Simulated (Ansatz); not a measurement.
## K+ BF4- in acetonitrile and fluoroethylene carbonate at 400 K: how far the plane-wave cutoff must go

Aim: find how far the plane-wave cutoff can be loosened while the forces stay near those of the strictest setting.

Program: Ansatz 0.2.0. Level of theory: Kohn-Sham DFT, PBE+D4, PAW, plane waves. Results are calculated unless marked as measured.

## Step 1: The structure

The cell holds 106 atoms: 15 F, 29 C, 21 O, 33 H, 4 N, 2 B and 2 K. Its edges and angles: a = 11.203 Å, b = 11.203 Å, c = 11.203 Å, α = 90.0°, β = 90.0°, γ = 90.0°. 4 acetonitrile, 7 fluoroethylene carbonate, 2 K+, 2 BF4- placed at random, at 1.37 g/cm^3; overlaps pushed apart, then 10 ps at 550 K with stiff harmonic cages for PF6 and BF4 with UFF radii; Joung-Cheatham ions (J. Phys. Chem. B 112, 9020 (2008)); MMFF94 bonds, angles, torsions, charges and radii (Halgren, J. Comput. Chem. 17, 490 (1996)) in harmonic and 12-6 forms; charges of ions scaled by 0.8. Snapshot after 30 ps at 400 K and fixed volume.

## Step 2: Script and output

The structure comes from a classical simulation and is read from a file. Only Γ is sampled; the cell is 11.2 Å or more across in its periodic directions. A smearing of 0.05 eV is typed, for levels that come near the Fermi level; it changes nothing where a wide gap is open. A dispersion term (D4) is added because semilocal functionals miss the attraction between layers or molecules. The highest cutoff serves as the reference; forces are the test that matters for later relaxations, while absolute energies converge more slowly and partly cancel in differences.

cell.xyz reads:

```xyz
106
Lattice="11.2031 0.0000 0.0000 0.0000 11.2031 0.0000 0.0000 0.0000 11.2031" Properties=species:S:1:pos:R:3 pbc="T T T"
F     5.7153    2.6527    7.1308
C     4.3681    2.9170    6.9186
C     3.5823    1.7033    7.2685
O     3.9823    1.6844    8.6289
C     3.9977    3.0201    9.0409
O     3.8768    3.4912   10.1665
O     4.1007    3.7995    8.0192
H     4.3421    3.4755    5.9699
H     2.5142    1.7406    7.1465
H     3.9743    0.7876    6.8542
F     8.8777    8.4652    1.2738
C     8.6377    7.0754    1.0803
C     7.6899    6.8494   11.1166
O     8.3451    5.7304   10.5132
C     9.6116    5.6255   10.9244
O    10.4455    4.8523   10.4616
O     9.8758    6.4987    0.7592
H     8.2313    6.7962    2.0965
H     6.6550    6.5903    0.1804
H     7.5949    7.6293   10.3352
F     0.1636    8.9329    9.8602
C    10.5316    9.6247    9.0371
C    11.1689   10.5859    8.1048
O    11.1615    9.9114    6.8832
C    10.5455    8.7041    7.0575
O    10.4371    7.8410    6.2280
O     9.9259    8.6551    8.2486
H     9.8626   10.1913    9.7179
H    10.4911    0.1707    7.9069
H     0.9792   10.9082    8.5018
F     8.1669    4.8951    7.8488
C     7.0804    5.4285    7.1757
C     7.2397    6.9292    6.8558
O     7.6938    6.7877    5.5323
C     7.2773    5.6400    5.0770
O     7.0530    5.4160    3.8934
O     6.9100    4.7448    6.0468
H     6.2339    5.2536    7.9020
H     6.4380    7.5631    6.8817
H     7.9574    7.4944    7.4754
F     0.6401    3.5252    3.5463
C     0.5920    4.4344    4.4982
C    10.3983    4.7731    4.7015
O    10.0084    3.6577    5.5139
C    11.0616    3.1832    6.1725
O    11.1819    2.3263    6.9901
O     0.9451    3.8223    5.7051
H     1.2744    5.2729    4.2777
H    10.2663    5.6758    5.2361
H     9.8243    4.8500    3.7807
F     4.3271    8.9299    2.7872
C     4.3825    8.9046    4.1082
C     2.9969    8.8907    4.6227
O     2.6396    7.5335    4.4722
C     3.8632    6.8215    4.5511
O     3.9628    5.5926    4.6416
O     4.9438    7.6298    4.5097
H     4.9116    9.7825    4.5559
H     2.8139    9.0007    5.6520
H     2.2383    9.4777    4.1636
F     5.8452    2.4757    1.1119
C     6.3755    3.3876    2.0678
C     6.9253    2.5073    3.2488
O     8.1774    2.1935    2.7395
C     8.5414    3.0926    1.7851
O     9.6257    3.1208    1.1971
O     7.5495    3.9715    1.5193
H     5.6429    4.0515    2.5666
H     7.1034    3.1089    4.1445
H     6.2625    1.7348    3.5936
C     2.5627    8.0358    0.4827
C     1.9417    7.0432    1.2283
N     1.4981    6.1704    1.8508
H     2.0628    8.1972   10.7692
H     3.6238    7.8143    0.4012
H     2.4798    8.9118    0.9029
C     8.1321    2.4303    9.2032
C     7.7050    1.3161   10.0421
N     7.3408    0.3601   10.5978
H     7.3890    3.1104    8.8492
H     8.5416    2.1492    8.2800
H     8.8583    3.0421    9.8067
C     7.8695    9.6878    3.6857
C     8.0747   10.2917    4.9993
N     8.1043   10.9421    5.9488
H     7.1362    8.9133    3.7121
H     8.8780    9.2337    3.4251
H     7.4943   10.3893    2.8768
C    10.7076   11.1571    1.5261
C     0.6480    0.1792    0.7486
N     1.5061    0.6217    0.1201
H    10.7705    0.5828    2.3514
H    10.7849   10.1666    1.9779
H     9.8511    0.0907    0.9768
B     4.0267    8.9385    8.4786
F     4.7509    9.1610    7.3350
F     3.9469   10.0607    9.3537
F     4.6199    7.8787    9.2089
F     2.6455    8.5947    8.3576
B     3.4093    1.3325    3.3255
F     3.6090    2.2718    2.3538
F     3.8228    0.2719    2.4152
F     2.0187    1.0384    3.1447
F     4.2343    1.4569    4.4088
K     1.6601    3.5980    1.0172
K     4.3986    0.7189   11.1084
```

converge.py reads:

```python
import time
import warnings
import numpy as np
from ase.io import read
import ansatz as az

warnings.simplefilter("ignore", az.DeckWarning)
atoms = read("cell.xyz")
print(atoms.get_chemical_formula(), "-", len(atoms), "atoms; cell", atoms.cell.cellpar().round(3))

base = (
    az.Crystal.from_ase(atoms)
    .calculation()
    .functional("pbe", dispersion="d4")
    .kpoints(1, 1, 1)
    .occupations("fermi_dirac", width=0.05)
    .forces()
    .band_table()
)

def gap_of(report):
    e = np.concatenate(report["eigenvalues_ev"]); f = np.concatenate(report["occupations"])
    f = f / f.max()  # a half-filled level counts on both sides, so the gap is then zero
    return e[f > 0.3].max(), e[f < 0.7].min()

rows = []
for cutoff in [250, 320, 420, 520]:
    start = time.time()
    try:
        r = base.basis(cutoff).run(threads=4).report
    except az.AnsatzError as error:
        print(cutoff, 'failed:', str(error)[:110])
        continue
    homo, lumo = gap_of(r)
    rows.append((cutoff, r['free_energy_ev'] / len(atoms), np.array(r['forces_ev_ang']), max(lumo - homo, 0), np.nan, r['n_iterations'], time.time() - start))
    print(cutoff, f"F = {r['free_energy_ev']:.4f} eV, {r['n_iterations']} iterations, {time.time() - start:.0f} s", flush=True)

ref = rows[-1]
scale = np.sqrt(np.mean(ref[2] ** 2))
print(f"r.m.s. force of the reference: {scale:.3f} eV/A")
print("  cutoff  dE (meV/atom)  dF rms (meV/A)  dF (%)  gap (eV)  iter  time (s)")
for name, e, f, gap, p, n, t in rows:
    df = np.sqrt(np.mean((f - ref[2]) ** 2))
    print(f"{str(name):>8s} {1000 * (e - ref[1]):14.2f} {1000 * df:15.2f} {100 * df / scale:7.2f} {gap:9.3f} {n:5d} {t:9.1f}")
```

Command:

```console
$ python converge.py
```

The log of the run:

```text
C29H33B2F15K2N4O21 - 106 atoms; cell [11.203 11.203 11.203 90.    90.    90.   ]
RunWarning: dispersion: an atom stands within reach of a switch of its C6 between two reference coordination numbers of its element: through that C6 alone [...]
250 F = -36651.4258 eV, 12 iterations, 9 s
320 F = -36748.5591 eV, 11 iterations, 11 s
420 F = -36762.0654 eV, 11 iterations, 15 s
520 F = -36762.4214 eV, 11 iterations, 21 s
r.m.s. force of the reference: 1.236 eV/A
  cutoff  dE (meV/atom)  dF rms (meV/A)  dF (%)  gap (eV)  iter  time (s)
     250        1047.13          334.14   27.03     5.635    12       9.5
     320         130.78           70.92    5.74     5.553    11      11.1
     420           3.36            4.08    0.33     5.533    11      14.8
     520           0.00            0.00    0.00     5.532    11      21.0
```

Elapsed: 57 s, on 4 threads of Arm Neoverse V1, shared host; peak memory 2.4 GiB; 3.4 min of CPU time.

## Step 3: What came out

| Property | Result |
| --- | --- |
| reference run | 520, 21 s |
| r.m.s. force component of the reference | 1.24 eV/Å |
| largest r.m.s. force difference | 334 meV/Å (250) |
| smallest r.m.s. force difference | 4.08 meV/Å (420) |
| energy differences | 3.36 to 1047 meV/atom |
| gap on the mesh | 5.53 eV (520) to 5.64 eV (250) |

The cheapest setting whose forces lie within 1 % of the reference is 420 eV, at 0.70 times the reference's time. The cell is far from relaxed, so 1 % of its forces is a lenient mark. Local and semilocal functionals put gaps too low. In a disordered, unrelaxed cell the gap can be set by levels on strained bonds. Notices that the program raised in these runs, those on memory apart (the script silences some of them): cutoff below recommended and dispersion switch in reach. The cell is one small sample, a snapshot of a classical run.

[Logs are printed without paths, hosts, clocks, repeated set-up lines and the standing remarks that a program may print on its own settings, such as how far it seeks lower states.]

[Hosts, paths, dates, database ids (printed as entryN), source tags and the programs' standing remarks are cut or masked in the printed files.]

[Scripts of this kind were picked in part by their result: those with far moves, changed bonds, near-zero gaps or large misses at database cells are mostly left out.]

[The MMFF94 radii named for the starting cell were scaled by 0.96; in molecules described by MMFF94, hydrogen bound to N, O or S took a small fixed 12-6 site in their place.]
